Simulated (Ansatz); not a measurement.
# K on Mo(100): change of the work function, part 4 of 4

Wanted: Δφ(θ) for K/Mo(100), starting from the hollow site.

Ansatz 0.2.0; plane-wave DFT, PBE, Ansatz PAW.

So far, work function, upper face (eV): step 2 (the clean slab) 3.83; step 3 (37 atoms, coverage 0.111 ML, cell 3x3) 2.68; step 4 (17 atoms, coverage 0.25 ML, cell 2x2) 1.78.

### 5. Adsorbate added, k-mesh 6×6×1, coverage 0.5 ML

System of this step: KMo8 (K/Mo(100)). The cell holds 18 atoms: 16 Mo and 2 K. Cell: a = 6.300 Å, b = 6.300 Å, c = 25.525 Å, α = 90.0°, β = 90.0°, γ = 90.0°. Vacuum lies along c.

Another coverage, to see how the dipoles act on each other as their distance changes.

input.yaml

```yaml
crystal:
  lattice:
    - [6.3, 0.0, 0.0]
    - [0.0, 6.3, 0.0]
    - [0.0, 0.0, 25.5245523269]
  atoms:
    - { symbol: Mo, position: [0.25, 0.25, 0.3526016788] }
    - { symbol: Mo, position: [0.0, 0.0, 0.4143069725] }
    - { symbol: Mo, position: [0.25, 0.25, 0.4786360865] }
    - { symbol: Mo, position: [0.0, 0.0, 0.5327747222] }
    - { symbol: Mo, position: [0.25, 0.75, 0.3526016788] }
    - { symbol: Mo, position: [0.0, 0.5, 0.4143069725] }
    - { symbol: Mo, position: [0.25, 0.75, 0.4786360865] }
    - { symbol: Mo, position: [0.0, 0.5, 0.5327747222] }
    - { symbol: Mo, position: [0.75, 0.25, 0.3526016788] }
    - { symbol: Mo, position: [0.5, 0.0, 0.4143069725] }
    - { symbol: Mo, position: [0.75, 0.25, 0.4786360865] }
    - { symbol: Mo, position: [0.5, 0.0, 0.5327747222] }
    - { symbol: Mo, position: [0.75, 0.75, 0.3526016788] }
    - { symbol: Mo, position: [0.5, 0.5, 0.4143069725] }
    - { symbol: Mo, position: [0.75, 0.75, 0.4786360865] }
    - { symbol: Mo, position: [0.5, 0.5, 0.5327747222] }
    - { symbol: K, position: [0.25, 0.25, 0.6473983212] }
    - { symbol: K, position: [0.75, 0.75, 0.6473983212] }
kpoints:
  mp_grid: { grid: [6, 6, 1] }
hamiltonian:
  xc: pbe
scf:
  occupations: { method: fermi_dirac, width: 0.1 }
  convergence: { dr2_threshold: 1.0e-08 }
efield:
  axis: 3
  dipole_correction: true
  ramp_position: 0.97
  ramp_width: 0.06
relax:
  f_tol: 0.02
  max_steps: 60
  constraints: [{ sites: [0, 1, 4, 5, 8, 9, 12, 13] }]
output:
  dos: { projected: true, e_range: [-8, 4] }
  write_potential: true
  write_density: true
  volumetric_format: npy
  elf: true
```

The run is started by

```console
$ ansatz run input.yaml --threads 4 --pin off --max-ram 16384MiB --backend cpu --events-out ev --progress --plain --runs-dir out
```

Numbers of over 12 decimals in the logs are rounded to 6 here.

The program printed:

```text
[...]
Crystal: 18 atoms, lattice volume = 1013.069 Å³
Basis set: ecut = 420 eV, 19825 PW (Γ), exchange–correlation on 90×90×360 points (8 copies of the dense FFT grid, shifted against one another)
Bands: 146, of which v1, the nominal top of the filled ones, is band 121 counted from 1 (120 counted from 0)
Symmetry: 16 space group operations
[...]
- { symbol: Mo, position: [0.25, 0.75, 0.478317] }
    - { symbol: Mo, position: [0, 0.5, 0.532859] }
[...]
- { symbol: Mo, position: [0.75, 0.75, 0.3526016788] }
    - { symbol: Mo, position: [0.5, 0.5, 0.414307] }
    - { symbol: Mo, position: [0.75, 0.75, 0.478654] }
    - { symbol: Mo, position: [0.5, 0.5, 0.532859] }
    - { symbol: K, position: [0.25, 0.25, 0.647027] }
    - { symbol: K, position: [0.75, 0.75, 0.647027] }
[key lines of the parts left out:]
SCF converged after 7 iterations
Free energy (F): -82356.712704 eV
Fermi energy:    3.607400 eV
Dipole field:    D = 0.073453 V/Å  (p = 0.411235 e·Å, saw-weighted, corrected)
Work function:   Φ+ = 1.9927 eV   Φ− = 3.8676 eV
```

Wall time 2.4 min (4 threads of Arm Neoverse V1, shared host); peak memory 3.6 GiB.

Step by step:

```
step  energy less that of the first step (eV)  largest force component (eV/Å)
   1                                   0.0000                          0.1226
   2                                  -0.0007                          0.0990
   3                                  -0.0016                          0.0123
```

Forces are held to the 16 operations that the run works with; a distortion that breaks them can't arise in this run.

The relaxed structure:

```cif
data_structure
_symmetry_space_group_name_H-M 'P 1'
_symmetry_Int_Tables_number 1
_cell_length_a 6.3000
_cell_length_b 6.3000
_cell_length_c 25.5246
_cell_angle_alpha 90.000
_cell_angle_beta 90.000
_cell_angle_gamma 90.000
_cell_volume 1013.07
loop_
_atom_site_label
_atom_site_type_symbol
_atom_site_fract_x
_atom_site_fract_y
_atom_site_fract_z
_atom_site_occupancy
Mo1 Mo 0.25000 0.25000 0.35260 1
Mo2 Mo 0.00000 0.00000 0.41431 1
Mo3 Mo 0.25000 0.25000 0.47865 1
Mo4 Mo 0.00000 0.00000 0.53286 1
Mo5 Mo 0.25000 0.75000 0.35260 1
Mo6 Mo 0.00000 0.50000 0.41431 1
Mo7 Mo 0.25000 0.75000 0.47832 1
Mo8 Mo 0.00000 0.50000 0.53286 1
Mo9 Mo 0.75000 0.25000 0.35260 1
Mo10 Mo 0.50000 0.00000 0.41431 1
Mo11 Mo 0.75000 0.25000 0.47832 1
Mo12 Mo 0.50000 0.00000 0.53286 1
Mo13 Mo 0.75000 0.75000 0.35260 1
Mo14 Mo 0.50000 0.50000 0.41431 1
Mo15 Mo 0.75000 0.75000 0.47865 1
Mo16 Mo 0.50000 0.50000 0.53286 1
K17 K 0.25000 0.25000 0.64703 1
K18 K 0.75000 0.75000 0.64703 1
```

Running mean over 1.575 Å of the planar mean; the ramp of the sawtooth is left out. The electron's electrostatic potential energy less the Fermi level by z:

```
z (Å)  electron's electrostatic potential energy less the Fermi level (eV)
  3.0                                                                 3.87
  3.5                                                                 3.87
  4.0                                                                 3.87
  4.5                                                                 3.86
  5.0                                                                 3.86
  5.5                                                                 3.84
  6.0                                                                 3.78
  6.5                                                                 3.62
  7.0                                                                 3.14
  7.5                                                                 1.64
  8.0                                                                -2.54
  8.5                                                                -8.12
  9.0                                                                -11.4
  9.5                                                                -12.1
 10.0                                                                -12.3
 10.5                                                                -12.3
 11.0                                                                -12.1
 11.5                                                                -12.1
 12.0                                                                -12.7
 12.5                                                                -14.0
 13.0                                                                -14.4
 13.5                                                                -12.8
 14.0                                                                -9.21
 14.5                                                                -3.78
 15.0                                                                0.242
 15.5                                                                0.307
 16.0                                                                -1.53
 16.5                                                                -2.75
 17.0                                                                -2.25
 17.5                                                               -0.609
 18.0                                                                0.802
 18.5                                                                 1.40
 19.0                                                                 1.69
 19.5                                                                 1.84
 20.0                                                                 1.92
 20.5                                                                 1.96
 21.0                                                                 1.97
 21.5                                                                 1.98
 22.0                                                                 1.99
 22.5                                                                 1.99
```

The relaxation took 3 steps and lowered the energy by 0.0016 eV; the largest force on the free atoms ends at 0.012 eV/Å.

The covered face has 1.99 eV, -1.84 eV against the clean one; the bare back face has moved by +0.01 eV, a measure of how thin the slab is.

### 6. Work function against coverage

This step: plane-wave DFT, PBE, Ansatz PAW; work function against coverage (Ansatz 0.2.0).

The runs are now put side by side.

Numbers from this step:

- work function of the clean face: 3.830 eV
- largest change of the work function: -2.048 eV

The work function of the covered face by coverage:

```
coverage (adsorbates/nm²)  work function of the covered face (eV)
                     0.00                                    3.83
                     1.12                                    2.68
                     2.52                                    1.78
                     5.04                                    1.99
```

The dipole per adsorbate comes from the change of the cell's dipole. Coverage, by row:

```
coverage (1/nm²)  coverage (ML)  work function (eV)  change (eV)  dipole per adsorbate, positive end outwards (debye)  mean height of the added atoms over the highest substrate atom (Å)
            1.12         0.1111               2.685       -1.145                                                2.758                                                               2.698
            2.52           0.25               1.782       -2.049                                                2.168                                                               2.802
           5.039            0.5               1.993       -1.838                                                0.972                                                               2.914
```

### 7. Summary of results

| Item | Value |
| --- | --- |
| work function of the clean face | 3.83 eV |
| work function at 0.11 ML | 2.68 eV |
| work function at 0.25 ML | 1.78 eV |
| work function at 0.5 ML | 1.99 eV |
| dipole per adsorbate at 0.11 ML, positive end outwards | 2.76 D |

**Reading.** K lowers the work function of Mo(100) at the lowest coverage, by 1.15 eV: the adsorbate layer has its positive end outwards. The dipole per adsorbate falls from 2.76 to 0.97 D as the layer fills. Neighbouring dipoles depolarise each other, and heights and bonding change with coverage too. The work function passes a minimum near 0.25 ML among the coverages run and rises again. The slab has 4 layers, at the tabulated experimental lattice constant, one starting site was run, and quantum-size effects of a slab this thin can reach one or two tenths of an eV.

[Logs are printed without paths, hosts, clocks, repeated set-up lines and the standing remarks that a program may print on its own settings, such as how far it seeks lower states.]

[Hosts, paths, dates, database ids (printed as entryN), source tags and the programs' standing remarks are cut or masked in the printed files.]

[Maps of the electrostatic potential energy from Ansatz leave out the sawtooth potential of an applied field or a dipole correction, so their vacuum need not be flat; planar profiles and work functions include it.]
